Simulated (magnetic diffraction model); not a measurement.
## BaCu2S3 below its ordering temperature

Space group Pmmn (no. 59, origin choice 1), a = 5.0840 Å, b = 12.0930 Å, c = 4.2860 Å.

| site | atom | x | y | z |
| --- | --- | --- | --- | --- |
| 2a | Ba | 1/2 | 1/2 | 0.3273 |
| 4e | Cu | 0 | 0.6667 | 0.8482 |
| 2b | S | 0 | 1/2 | 0.5789 |
| 4e | S | 1/2 | 0.6714 | 0.8653 |

The compound is invented for this exercise: a known structure type with other elements, its cell scaled to their sizes and not relaxed.

Only Cu is taken to order (form factors of Cu2+); orders and moment sizes are assumed, and not adapted to the symmetry. Radiation: neutrons of λ = 2.567 Å, 8° to 75°; isotropic B of 0.23 Å² (Ba), 0.27 Å² (Cu) and 0.37 Å² (S). Simulated constant-wavelength pattern: nuclear and magnetic terms add, the magnetic one as |2.695 fm × Σ f S⊥ exp(2πi Q·r) exp(−B s²)|², summed over all Q at one angle with the factor 1/(sin²θ cos θ). For collinear order S is the moment m, which repeats by lattice and centring translations R with the sign exp(−2πi k·R). Free-ion form factors, Sears's scattering lengths of 1992, no absorption; a label names one of the reflections at its angle. The strongest nuclear line in the range is 100, and lines under 0.2 are left out.

Above the ordering temperature:

| 2θ (°) | index | I |
| --- | --- | --- |
| 24.51 | (0 2 0) | 4.3 |
| 31.79 | (1 1 0) | 4.7 |
| 34.85 | (0 0 1) | 15.6 |
| 37.05 | (0 1 1) | 12.2 |
| 43.07 | (0 2 1) | 45.0 |
| 46.12 | (1 0 1) | 61.6 |
| 47.88 | (1 1 1) | 3.7 |
| 47.95 | (1 3 0) | 41.3 |
| 50.24 | (0 4 0) | 0.5 |
| 51.84 | (0 3 1) | 100.0 |
| 52.91 | (1 2 1) | 1.7 |
| 60.63 | (1 3 1) | 11.0 |
| 60.65 | (2 0 0) | 82.1 |
| 62.60 | (0 4 1) | 21.7 |
| 66.42 | (2 2 0) | 1.5 |
| 70.57 | (1 4 1) | 0.5 |
| 71.89 | (2 0 1) | 9.3 |
| 71.98 | (1 5 0) | 0.6 |
| 73.25 | (2 1 1) | 7.9 |
| 73.59 | (0 0 2) | 3.7 |
| 74.93 | (0 1 2) | 20.1 |

Below it (cell unchanged):

| 2θ (°) | I |
| --- | --- |
| 14.50 | 15.3 |
| 18.98 | 4.4 |
| 24.51 | 4.3 |
| 28.60 | 1.9 |
| 31.79 | 4.7 |
| 34.85 | 15.6 |
| 37.05 | 12.2 |
| 37.93 | 0.6 |
| 39.98 | 0.4 |
| 40.06 | 3.5 |
| 43.07 | 45.0 |
| 44.51 | 1.4 |
| 45.68 | 0.5 |
| 46.12 | 61.6 |
| 46.32 | 0.6 |
| 47.88 | 3.7 |
| 47.95 | 41.3 |
| 50.24 | 0.5 |
| 51.46 | 0.5 |
| 51.84 | 100.0 |
| 52.58 | 0.5 |
| 52.91 | 1.7 |
| 54.13 | 1.9 |
| 57.73 | 0.9 |
| 59.25 | 0.4 |
| 59.31 | 1.4 |
| 60.63 | 11.0 |
| 60.65 | 82.1 |
| 62.60 | 21.7 |
| 63.66 | 0.4 |
| 64.64 | 0.4 |
| 66.12 | 0.3 |
| 66.42 | 1.5 |
| 69.35 | 0.2 |
| 70.57 | 0.5 |
| 70.67 | 1.3 |
(The table stops after 36 lines; 5 more lie at higher angle.)

**Question.** Find the propagation vector, then choose among these models:
A. collinear moments along [010], 0.89 μB on Cu; signs + at (0, 0.6667, 0.8482), + at (0, 0.3333, 0.8482), − at (1/2, 0.1667, 0.1518), − at (1/2, 0.8333, 0.1518)
B. collinear moments along [001], 0.89 μB on Cu; signs + at (0, 0.6667, 0.8482), − at (0, 0.3333, 0.8482), − at (1/2, 0.1667, 0.1518), + at (1/2, 0.8333, 0.1518)
C. collinear moments along [010], 0.89 μB on Cu; signs + at (0, 0.6667, 0.8482), − at (0, 0.3333, 0.8482), − at (1/2, 0.1667, 0.1518), + at (1/2, 0.8333, 0.1518)
D. collinear moments along [001], 0.89 μB on Cu; signs + at (0, 0.6667, 0.8482), + at (0, 0.3333, 0.8482), − at (1/2, 0.1667, 0.1518), − at (1/2, 0.8333, 0.1518)

The new lines index as (1/2 0 0) at 14.50°, (1/2 1 0) at 18.98°, (1/2 2 0) at 28.60° and (1/2 0 1) at 37.93°, that is as H ± k with k = (1/2 0 0). Half indices mean that the moments reverse under translations with k·R a half-integer, and the magnetic cell has twice the primitive volume.

Magnetic intensity, observed (below minus above) and for each model:

| 2θ (°) | index | observed | A | B | C | D |
| --- | --- | --- | --- | --- | --- | --- |
| 14.50 | (1/2 0 0) | 15.3 | 15.3 | <0.2 | <0.2 | 15.3 |
| 18.98 | (1/2 1 0) | 4.4 | 2.6 | 13.2 | 7.7 | 4.4 |
| 28.60 | (1/2 2 0) | 1.9 | 0.5 | 5.5 | 1.4 | 1.9 |
| 37.93 | (1/2 0 1) | 0.6 | 3.9 | <0.2 | <0.2 | 0.6 |
| 39.98 | (1/2 1 1) | 0.4 | 1.6 | 1.2 | 4.7 | 0.4 |
| 40.06 | (1/2 3 0) | 3.5 | 0.5 | <0.2 | <0.2 | 3.5 |
| 45.68 | (1/2 2 1) | 0.5 | 0.9 | 1.6 | 2.7 | 0.5 |
| 54.13 | (1/2 3 1) | 1.9 | 1.7 | <0.2 | <0.2 | 1.9 |

Model D matches.

The structure used: k = (1/2 0 0), collinear moments along [001], 0.89 μB on Cu; signs + at (0, 0.6667, 0.8482), + at (0, 0.3333, 0.8482), − at (1/2, 0.1667, 0.1518), − at (1/2, 0.8333, 0.1518).
